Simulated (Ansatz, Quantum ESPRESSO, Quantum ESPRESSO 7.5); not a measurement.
## Work function of Ir(100), 7 layers

How much energy does it take to lift an electron out of Ir(100), 7 layers, and how far do the settings matter?

Calculated with Quantum ESPRESSO 7.5; plane-wave DFT, PBE, GBRV ultrasoft pseudopotentials (geometry and cross-check by Ansatz 0.2.0 with PAW datasets; geometry under PBE).

Experimental background.

For Ir (clean (100) face, which reconstructs), “Anisotropic work function of elemental crystals” (2019, arxiv:1902.07811) quotes earlier work: work function (clean (100) face, which reconstructs) 5.96 eV.

### 1. The starting structure

The cell holds 7 atoms: 7 Ir. Cell: a = 2.715 Å, b = 2.715 Å, c = 27.520 Å, α = 90.0°, β = 90.0°, γ = 90.0°. It derives from Ir. Vacuum lies along c.

### 2. Geometry from Ansatz

A relaxation in Ansatz fixes the structure of this slab for the runs on it.

File input.yaml:

```yaml
crystal:
  lattice:
    - [2.7152900398, 0.0, 0.0]
    - [0.0, 2.7152900398, 0.0]
    - [0.0, 0.0, 27.52]
  atoms:
    - { symbol: Ir, position: [0.0, 0.0, 0.2906976744] }
    - { symbol: Ir, position: [0.5, 0.5, 0.3604651163] }
    - { symbol: Ir, position: [0.0, 0.0, 0.4302325581] }
    - { symbol: Ir, position: [0.5, 0.5, 0.5] }
    - { symbol: Ir, position: [0.0, 0.0, 0.5697674419] }
    - { symbol: Ir, position: [0.5, 0.5, 0.6395348837] }
    - { symbol: Ir, position: [0.0, 0.0, 0.7093023256] }
kpoints:
  mp_grid: { grid: [10, 10, 1] }
hamiltonian:
  xc: pbe
scf:
  occupations: { method: fermi_dirac, width: 0.1 }
  convergence: { dr2_threshold: 1.0e-08 }
efield:
  axis: 3
  dipole_correction: true
  ramp_position: 0.97
  ramp_width: 0.04
relax:
  f_tol: 0.01
  constraints: [{ sites: [2, 3, 4] }]
output:
  write_potential: true
  write_density: true
  volumetric_format: npy
```

Command:

```
$ ansatz run input.yaml --threads 4 --pin off --max-ram 8192MiB --backend cpu --events-out ev --progress --plain --runs-dir out
```

Numbers of over 12 decimals in the logs are rounded to 6 here.

The log of the run:

```text
Engine: ansatz 0.2.0, aarch64-unknown-linux-gnu
Pseudopotentials: kind: paw
Pseudopotential: Ir, paw, valence charge 17, recommended cutoff 420 eV (normal), Ir.paw.azcp
Functional definition: PBE
  parameter kappa = 0.804
  parameter beta = 0.066725
  exchange = pbe_x(kappa = kappa, mu = beta*pi^2/3)
  correlation = pbe_c(beta = beta)
Crystal: 7 atoms, lattice volume = 202.899 Å³
Basis set: ecut = 420 eV, 4031 PW (Γ), exchange–correlation on 40×40×384 points (8 copies of the dense FFT grid, shifted against one another)
Bands: 72, of which v1, the nominal top of the filled ones, is band 60 counted from 1 (59 counted from 0)
Symmetry: 8 space group operations
k-points: 21 of 100
Non-local potential: Ir, projectors of the file, l = 0: 3, l = 1: 2, l = 2: 2, l = 3: 1
PAW form: soft (Blöchl's): semilocal exchange-correlation on the pseudo side does not see the compensation charge
PAW one-centre angular grid: Ir, 590 points (default); XC on 64 Gauss nodes
Initial density: superposition of atomic densities (neutral atoms: chi_scale 0, normalization atom), corrected by the library's trained network
Initial wavefunctions: pseudopotential atomic-orbital guess
Functional: x = pbe(κ = 0.804, μ = 0.219515), c = pbe(β = 0.066725)
SCF iter   1: F=—  HF=-83544.702248 eV  |F-HF|=—  |Δ(HF+E_count)|=         —  Δρ=1.46e-2  dr2=9.08e0  ethr=1.77e-3  p=0.000 e·Å  D=6.47e-5 V/Å  ΔV_dip=-0.00 eV  dr2_dipole=3.76e-5  V_vac-E_F(+/−)=5.02/5.03 eV  ⟨swp⟩=7.4  Hψ=6294  notcnv=0  defer=9
efield: sawtooth ramp at fractional position 0.9700 (set: `efield.ramp_position`, or a place that a band, a saddle search or an elastic batch's reference lends), width 0.0400; the density the first Hamiltonian is built on has a dipole p = 0.000 e·Å; the dipole correction subtracts the counter field D = 6.47e-5 V/Å, which shifts the + side's vacuum level by -0.00 eV against the − side's; the planar-averaged density in the ramp window peaks in size at 2.2e-5 e/Å³
preconditioner: auto → LDOS  [metal: Δε(μ)=0.026 eV  Ē_g=6.475 eV  σ=0.100 eV  W_gap=0.07  n_scr=56 (ndim 8)  ℏωp=20.7 eV  f_vac=0.460  D(μ)=6.84/eV (n_scr^D=48)  β→1.0]
SCF iter   2: F=—  HF=-83544.577604 eV  |F-HF|=—  |Δ(HF+E_count)|=   1.25e-1  Δρ=3.21e-3  dr2=8.29e-2  ethr=1.77e-3  p=0.000 e·Å  D=3.61e-7 V/Å  ΔV_dip=-0.00 eV  dr2_dipole=2.42e-6  V_vac-E_F(+/−)=5.54/5.54 eV  ⟨swp⟩=2.5  Hψ=1807  notcnv=0  defer=20
SCF iter   3: F=—  HF=-83544.578325 eV  |F-HF|=—  |Δ(HF+E_count)|=   7.21e-4  Δρ=1.80e-3  dr2=1.97e-2  ethr=6.97e-5  p=0.000 e·Å  D=1.07e-5 V/Å  ΔV_dip=-0.00 eV  dr2_dipole=1.18e-6  V_vac-E_F(+/−)=5.49/5.49 eV  ⟨swp⟩=2.8  Hψ=2493  notcnv=0  defer=23
SCF iter   4: F=—  HF=-83544.574540 eV  |F-HF|=—  |Δ(HF+E_count)|=   3.78e-3  Δρ=3.47e-4  dr2=4.97e-4  ethr=1.66e-5  p=0.000 e·Å  D=4.40e-6 V/Å  ΔV_dip=-0.00 eV  dr2_dipole=9.48e-8  V_vac-E_F(+/−)=5.53/5.53 eV  ⟨swp⟩=2.1  Hψ=2228  notcnv=0  defer=23
SCF iter   5: F=—  HF=-83544.574594 eV  |F-HF|=—  |Δ(HF+E_count)|=   5.39e-5  Δρ=1.24e-4  dr2=1.05e-4  ethr=4.17e-7  p=-0.000 e·Å  D=-1.54e-6 V/Å  ΔV_dip=0.00 eV  dr2_dipole=3.02e-8  V_vac-E_F(+/−)=5.55/5.55 eV  ⟨swp⟩=3.0  Hψ=2881  notcnv=0  defer=23
SCF iter   6: F=—  HF=-83544.574574 eV  |F-HF|=—  |Δ(HF+E_count)|=   2.02e-5  Δρ=4.66e-5  dr2=1.57e-5  ethr=8.82e-8  p=-0.000 e·Å  D=-2.04e-6 V/Å  ΔV_dip=0.00 eV  dr2_dipole=5.84e-9  V_vac-E_F(+/−)=5.56/5.56 eV  ⟨swp⟩=2.0  Hψ=2205  notcnv=0  defer=23
SCF iter   7: F=—  HF=-83544.574578 eV  |F-HF|=—  |Δ(HF+E_count)|=   4.55e-6  Δρ=1.80e-5  dr2=9.97e-7  ethr=1.32e-8  p=-0.000 e·Å  D=-1.10e-6 V/Å  ΔV_dip=0.00 eV  dr2_dipole=7.12e-13  V_vac-E_F(+/−)=5.57/5.57 eV  ⟨swp⟩=2.4  Hψ=2301  notcnv=0  defer=23
SCF iter   8: F=—  HF=-83544.574548 eV  |F-HF|=—  |Δ(HF+E_count)|=   3.00e-5  Δρ=5.73e-6  dr2=7.61e-8  ethr=8.38e-10  p=-0.000 e·Å  D=-5.15e-7 V/Å  ΔV_dip=0.00 eV  dr2_dipole=2.55e-10  V_vac-E_F(+/−)=5.57/5.57 eV  ⟨swp⟩=2.5  Hψ=2431  notcnv=0  defer=21
SCF iter   9: F=-83544.574549 eV  HF=-83544.574549 eV  |F-HF|=3.54e-8  |Δ(HF+E_count)|=   3.36e-7  Δρ=1.67e-6  dr2=9.52e-9  ethr=8.40e-12  p=-0.000 e·Å  D=-2.22e-7 V/Å  ΔV_dip=0.00 eV  dr2_dipole=6.45e-11  V_vac-E_F(+/−)=5.57/5.57 eV  ⟨swp⟩=11.4  Hψ=11669  notcnv=0
SCF 1 converged in 9 iterations: F = -83544.574549 eV  dr2 = 9.52e-9
  greatest PAW one-centre occupation: 1.000 electrons in one spin orbital (limit 2), on the Ir atom at site 2 (counted from 0), in its partial waves of l = 0
relax step   1: F+E_penalty+E_count = -83544.57454874 eV  Δ(F+E_penalty+E_count) = +0.000e0 eV  max|allowed force component| = 9.273e-1 eV/Å  Δτ_max = 0.0000 Å  (9 SCF iters, accepted)
Initial density: handed on by an earlier stage of this run
Initial wavefunctions: those handed on with the density
iter 1 solved again at ethr=2.44e-4 eV; its pass at ethr=3.10e-3 eV (dr2=2.91e-1 eV) is discarded
SCF iter   1: F=—  HF=-83544.603250 eV  |F-HF|=—  |Δ(HF+E_count)|=         —  Δρ=7.09e-3  dr2=2.91e-1  ethr=2.44e-4  p=-0.000 e·Å  D=-2.91e-6 V/Å  ΔV_dip=0.00 eV  dr2_dipole=5.86e-8  V_vac-E_F(+/−)=5.53/5.53 eV  ⟨swp⟩=2.0  Hψ=5509  notcnv=0  defer=23
efield: sawtooth ramp at fractional position 0.9700 (set: `efield.ramp_position`, or a place that a band, a saddle search or an elastic batch's reference lends), width 0.0400; the density the first Hamiltonian is built on has a dipole p = -0.000 e·Å; the dipole correction subtracts the counter field D = -2.91e-6 V/Å, which shifts the + side's vacuum level by +0.00 eV against the − side's; the planar-averaged density in the ramp window peaks in size at 8.8e-6 e/Å³
preconditioner: auto → LDOS  [metal: Δε(μ)=0.015 eV  Ē_g=6.608 eV  σ=0.100 eV  W_gap=0.04  n_scr=56 (ndim 8)  ℏωp=20.7 eV  f_vac=0.463  D(μ)=7.50/eV (n_scr^D=66)  β→1.0]
SCF iter   2: F=—  HF=-83544.606649 eV  |F-HF|=—  |Δ(HF+E_count)|=   3.40e-3  Δρ=3.89e-3  dr2=7.29e-2  ethr=2.44e-4  p=0.000 e·Å  D=4.92e-5 V/Å  ΔV_dip=-0.00 eV  dr2_dipole=7.07e-5  V_vac-E_F(+/−)=5.55/5.55 eV  ⟨swp⟩=2.1  Hψ=2392  notcnv=0  defer=23
SCF iter   3: F=—  HF=-83544.586765 eV  |F-HF|=—  |Δ(HF+E_count)|=   1.99e-2  Δρ=7.23e-4  dr2=1.48e-3  ethr=6.13e-5  p=0.000 e·Å  D=3.07e-5 V/Å  ΔV_dip=-0.00 eV  dr2_dipole=2.10e-5  V_vac-E_F(+/−)=5.58/5.58 eV  ⟨swp⟩=2.8  Hψ=2829  notcnv=0  defer=23
SCF iter   4: F=—  HF=-83544.586604 eV  |F-HF|=—  |Δ(HF+E_count)|=   1.60e-4  Δρ=2.27e-4  dr2=1.23e-4  ethr=1.24e-6  p=0.000 e·Å  D=1.42e-5 V/Å  ΔV_dip=-0.00 eV  dr2_dipole=4.52e-6  V_vac-E_F(+/−)=5.58/5.58 eV  ⟨swp⟩=2.5  Hψ=2777  notcnv=0  defer=23
[...]
SCF iter   4: F=—  HF=-83544.630582 eV  |F-HF|=—  |Δ(HF+E_count)|=   1.30e-4  Δρ=9.69e-5  dr2=2.31e-5  ethr=5.62e-7  p=-0.000 e·Å  D=-1.08e-6 V/Å  ΔV_dip=0.00 eV  dr2_dipole=5.55e-8  V_vac-E_F(+/−)=5.59/5.59 eV  ⟨swp⟩=2.3  Hψ=2419  notcnv=0  defer=25
SCF iter   5: F=—  HF=-83544.630541 eV  |F-HF|=—  |Δ(HF+E_count)|=   4.06e-5  Δρ=3.27e-5  dr2=3.26e-6  ethr=1.94e-8  p=-0.000 e·Å  D=-1.37e-6 V/Å  ΔV_dip=0.00 eV  dr2_dipole=1.11e-8  V_vac-E_F(+/−)=5.59/5.59 eV  ⟨swp⟩=2.3  Hψ=2305  notcnv=0  defer=25
SCF iter   6: F=—  HF=-83544.630532 eV  |F-HF|=—  |Δ(HF+E_count)|=   9.09e-6  Δρ=1.17e-5  dr2=4.43e-7  ethr=2.74e-9  p=-0.000 e·Å  D=-1.27e-6 V/Å  ΔV_dip=0.00 eV  dr2_dipole=9.41e-11  V_vac-E_F(+/−)=5.59/5.59 eV  ⟨swp⟩=2.2  Hψ=2258  notcnv=0  defer=25
SCF iter   7: F=—  HF=-83544.630532 eV  |F-HF|=—  |Δ(HF+E_count)|=   2.90e-7  Δρ=3.33e-6  dr2=2.37e-8  ethr=3.73e-10  p=-0.000 e·Å  D=-1.23e-6 V/Å  ΔV_dip=0.00 eV  dr2_dipole=2.79e-11  V_vac-E_F(+/−)=5.59/5.59 eV  ⟨swp⟩=2.6  Hψ=2500  notcnv=0  defer=25
SCF iter   8: F=-83544.630532 eV  HF=-83544.630532 eV  |F-HF|=6.24e-9  |Δ(HF+E_count)|=   1.25e-8  Δρ=8.85e-7  dr2=3.04e-9  ethr=8.40e-12  p=-0.000 e·Å  D=-1.22e-6 V/Å  ΔV_dip=0.00 eV  dr2_dipole=1.76e-11  V_vac-E_F(+/−)=5.59/5.59 eV  ⟨swp⟩=11.0  Hψ=11081  notcnv=0
SCF 3 converged in 8 iterations: F = -83544.630532 eV  dr2 = 3.04e-9
  greatest PAW one-centre occupation: 1.000 electrons in one spin orbital (limit 2), on the Ir atom at site 3 (counted from 0), in its partial waves of l = 0
relax step   3: F+E_penalty+E_count = -83544.63053216 eV  Δ(F+E_penalty+E_count) = -4.392e-2 eV  max|allowed force component| = 3.839e-2 eV/Å  Δτ_max = 0.0294 Å  (8 SCF iters, accepted)
SCF iter   1: F=—  HF=-83544.630686 eV  |F-HF|=—  |Δ(HF+E_count)|=         —  Δρ=2.78e-4  dr2=2.16e-4  ethr=9.54e-6  p=-0.000 e·Å  D=-1.25e-6 V/Å  ΔV_dip=0.00 eV  dr2_dipole=2.83e-13  V_vac-E_F(+/−)=5.59/5.59 eV  ⟨swp⟩=2.1  Hψ=2653  notcnv=0  defer=25
efield: sawtooth ramp at fractional position 0.9700 (set: `efield.ramp_position`, or a place that a band, a saddle search or an elastic batch's reference lends), width 0.0400; the density the first Hamiltonian is built on has a dipole p = -0.000 e·Å; the dipole correction subtracts the counter field D = -1.25e-6 V/Å, which shifts the + side's vacuum level by +0.00 eV against the − side's; the planar-averaged density in the ramp window peaks in size at 7.9e-6 e/Å³
preconditioner: auto → LDOS  [metal: Δε(μ)=0.029 eV  Ē_g=6.565 eV  σ=0.100 eV  W_gap=0.07  n_scr=56 (ndim 8)  ℏωp=20.7 eV  f_vac=0.461  D(μ)=7.38/eV (n_scr^D=58)  β→1.0]
SCF iter   2: F=—  HF=-83544.630665 eV  |F-HF|=—  |Δ(HF+E_count)|=   2.09e-5  Δρ=8.67e-5  dr2=5.05e-5  ethr=1.82e-7  p=-0.000 e·Å  D=-3.77e-6 V/Å  ΔV_dip=0.00 eV  dr2_dipole=1.88e-7  V_vac-E_F(+/−)=5.58/5.58 eV  ⟨swp⟩=2.5  Hψ=2659  notcnv=0  defer=25
SCF iter   3: F=—  HF=-83544.630643 eV  |F-HF|=—  |Δ(HF+E_count)|=   2.19e-5  Δρ=5.44e-5  dr2=1.40e-5  ethr=4.24e-8  p=-0.000 e·Å  D=-2.08e-6 V/Å  ΔV_dip=0.00 eV  dr2_dipole=1.77e-8  V_vac-E_F(+/−)=5.58/5.58 eV  ⟨swp⟩=2.2  Hψ=2351  notcnv=0  defer=25
SCF iter   4: F=—  HF=-83544.630640 eV  |F-HF|=—  |Δ(HF+E_count)|=   2.88e-6  Δρ=1.73e-5  dr2=1.04e-6  ethr=1.18e-8  p=-0.000 e·Å  D=-1.47e-6 V/Å  ΔV_dip=0.00 eV  dr2_dipole=6.70e-10  V_vac-E_F(+/−)=5.58/5.58 eV  ⟨swp⟩=2.9  Hψ=2595  notcnv=0  defer=25
SCF iter   5: F=—  HF=-83544.630617 eV  |F-HF|=—  |Δ(HF+E_count)|=   2.31e-5  Δρ=4.13e-6  dr2=6.80e-8  ethr=8.75e-10  p=-0.000 e·Å  D=-1.32e-6 V/Å  ΔV_dip=0.00 eV  dr2_dipole=2.01e-11  V_vac-E_F(+/−)=5.58/5.58 eV  ⟨swp⟩=2.1  Hψ=2638  notcnv=0  defer=25
SCF iter   6: F=-83544.630617 eV  HF=-83544.630617 eV  |F-HF|=5.76e-9  |Δ(HF+E_count)|=   1.07e-8  Δρ=1.03e-6  dr2=4.15e-9  ethr=8.40e-12  p=-0.000 e·Å  D=-1.28e-6 V/Å  ΔV_dip=0.00 eV  dr2_dipole=1.12e-13  V_vac-E_F(+/−)=5.58/5.58 eV  ⟨swp⟩=11.2  Hψ=11592  notcnv=0
SCF 4 converged in 6 iterations: F = -83544.630617 eV  dr2 = 4.15e-9
  greatest PAW one-centre occupation: 1.000 electrons in one spin orbital (limit 2), on the Ir atom at site 5 (counted from 0), in its partial waves of l = 0
relax step   4: F+E_penalty+E_count = -83544.63061716 eV  Δ(F+E_penalty+E_count) = -8.501e-5 eV  max|allowed force component| = 5.104e-3 eV/Å  Δτ_max = 0.0039 Å  (6 SCF iters, accepted)
NSCF: frozen V_eff on 21 k-points
the band table was solved once a step of the walk had ended and its energy, with any forces and stress, was formed, with the checks that follow a solve (7391 applications of the Hamiltonian). They found nothing against the state; the energy, forces and stress were not computed again (output.eigenvalues in the input reference)
WARN: The output density's exchange-correlation potential varies sharply where the density is thin. Do not read a vacuum level from v_tot or v_xc, or from such a field of the output density. On a cell that repeats whose density bears no net charge and no dipole along the vacuum's axis use v_es (v_loc + v_h of the components); under efield.dipole_correction with no amplitude use v_es + v_field, which holds any externa [...]
SCF converged after 6 iterations
Free energy (F): -83544.630617 eV
Harris-Foulkes:  -83544.630617 eV  (|F-HF|=5.76e-9)
Internal energy: -83544.383734 eV  (E = F + TS)
E sigma→0 (E₀):  -83544.507175 eV
Entropy (-TS):   -0.246884 eV (-35.269 meV/atom)
Fermi energy:    9.712535 eV
Dipole field:    D = -0.000001 V/Å  (p = -0.000001 e·Å, saw-weighted, corrected)
Work function:   Φ+ = 5.5840 eV   Φ− = 5.5840 eV
Levels:          The Fermi level and band energies are counted from a zero that moves with the ramp; work functions are not
--- Per-component energies (eV) ---
  E_band       = -2460.048691
  E_kinetic    = 4356.641094
  E_local      = -217746.901227  (includes V_loc(G=0)·N_el)
  E_nonlocal   = 510.365383
  E_hartree    = 107069.667180
  E_xc         = -1872.282634
  E_vxc        = -2095.827422  (∫ρ·V_xc dr)
  E_paw        = -64564.180896  (= ΣΔE_a)
  E_vpaw       = -1623.653252  (= ΣTr[D̂ρ^β])
  E_aug_tail   = 0.000393  (compensation charges beyond the density's cutoff)
  E_efield     = 0.000000  (sawtooth field / dipole correction)
  E_vefield    = 0.000027  (∫n·V_field dr)
  E_ewald      = 88702.306974
  E_smearing   = -0.246884  (= −TS)
  E_closure    = -0.000000  (closes the sum)
  Σ components = -83544.630617   (vs F -83544.630617, Δ=0.00e0)
--- Forces (eV/Å), atoms counted from 1 ---
  atom   1  Ir    -0.00000000     0.00000000    -0.00510369
  atom   2  Ir     0.00000000     0.00000000    -0.00496851
  atom   3  Ir    -0.00000000     0.00000000    -0.42519830
  atom   4  Ir    -0.00000000     0.00000000     0.00000012
  atom   5  Ir     0.00000000     0.00000000     0.42519972
  atom   6  Ir    -0.00000000     0.00000000     0.00496859
  atom   7  Ir    -0.00000000     0.00000000     0.00510203
  max |Σ_I F_I| component: 3.29e-8 eV/Å
--- Band table (eV; the first three rows and the last of 21) ---
  k-point 0: bands = [... 56 lower, 8.9189, 8.9420, 9.2152, 9.4882, 9.4882, 9.7459, 10.2592, 10.4654, ... 8 higher]
  k-point 1: bands = [... 56 lower, 8.6598, 8.7523, 9.0751, 9.2525, 9.4470, 9.4771, 9.8026, 10.0707, ... 8 higher]
  k-point 2: bands = [... 56 lower, 8.5281, 8.6898, 8.7354, 8.8499, 9.0372, 9.5327, 9.8040, 10.2155, ... 8 higher]
  k-point 20: bands = [... 56 lower, 11.1738, 11.2032, 11.2033, 11.2648, 11.2677, 11.9071, 11.9071, 12.4786, ... 8 higher]
--- Relaxed structure (4 steps of the walk, 4 accepted, 0 SCFs on fresh bases) ---
  F+E_penalty+E_count = -83544.63061716 eV   max|allowed force component| = 5.104e-3 eV/Å
  atoms:
    - { symbol: Ir, position: [0, 0.0, 0.291340] }
    - { symbol: Ir, position: [0.5, 0.5, 0.358702] }
    - { symbol: Ir, position: [0.0, 0.0, 0.4302325581] }
    - { symbol: Ir, position: [0.5, 0.5, 0.5] }
    - { symbol: Ir, position: [0.0, 0.0, 0.5697674419] }
    - { symbol: Ir, position: [0.5, 0.5, 0.641298] }
    - { symbol: Ir, position: [0, 0.0, 0.708660] }
```

The job ended after 54 s (4 threads of Arm Neoverse N1, shared host; peak memory 0.7 GiB).

The steps of the relaxation:

| step | energy less that of the first step (eV) | largest force component (eV/Å) |
| --- | --- | --- |
| 1 | 0.0000 | 0.9273 |
| 2 | -0.0121 | 0.8315 |
| 3 | -0.0560 | 0.0384 |
| 4 | -0.0561 | 0.0051 |

Forces are held to the 8 operations that the run works with; a distortion that breaks them can't arise in this run.

The atoms that moved most (Å):

| atom | dx | dy | dz | length |
| --- | --- | --- | --- | --- |
| Ir6 | 0.000 | 0.000 | 0.049 | 0.049 |
| Ir2 | 0.000 | 0.000 | -0.049 | 0.049 |
| Ir1 | 0.000 | 0.000 | 0.018 | 0.018 |
| Ir7 | 0.000 | 0.000 | -0.018 | 0.018 |

The relaxation lowers the energy by 8 meV an atom. Held were the atoms numbered 3, 4 and 5; the forces quoted are those on the free ones.

Numbers from this step:

```
free energy                     : -83544.6306 eV
energy at zero smearing         : -83544.5072 eV
smearing term TS                : 0.2469 eV
Fermi energy                    : 9.713 eV
symmetry operations             : 8
work function of the upper face : 5.584 eV
work function of the lower face : 5.584 eV
dipole along the normal         : -9.34e-7 e·Å
```

[end of part 1 of 6]

[Logs are printed without paths, hosts, clocks, repeated set-up lines and the standing remarks that a program may print on its own settings, such as how far it seeks lower states.]

[Hosts, paths, dates, database ids (printed as entryN), source tags and the programs' standing remarks are cut or masked in the printed files.]

[Maps of the electrostatic potential energy from Ansatz leave out the sawtooth potential of an applied field or a dipole correction, so their vacuum need not be flat; planar profiles and work functions include it.]
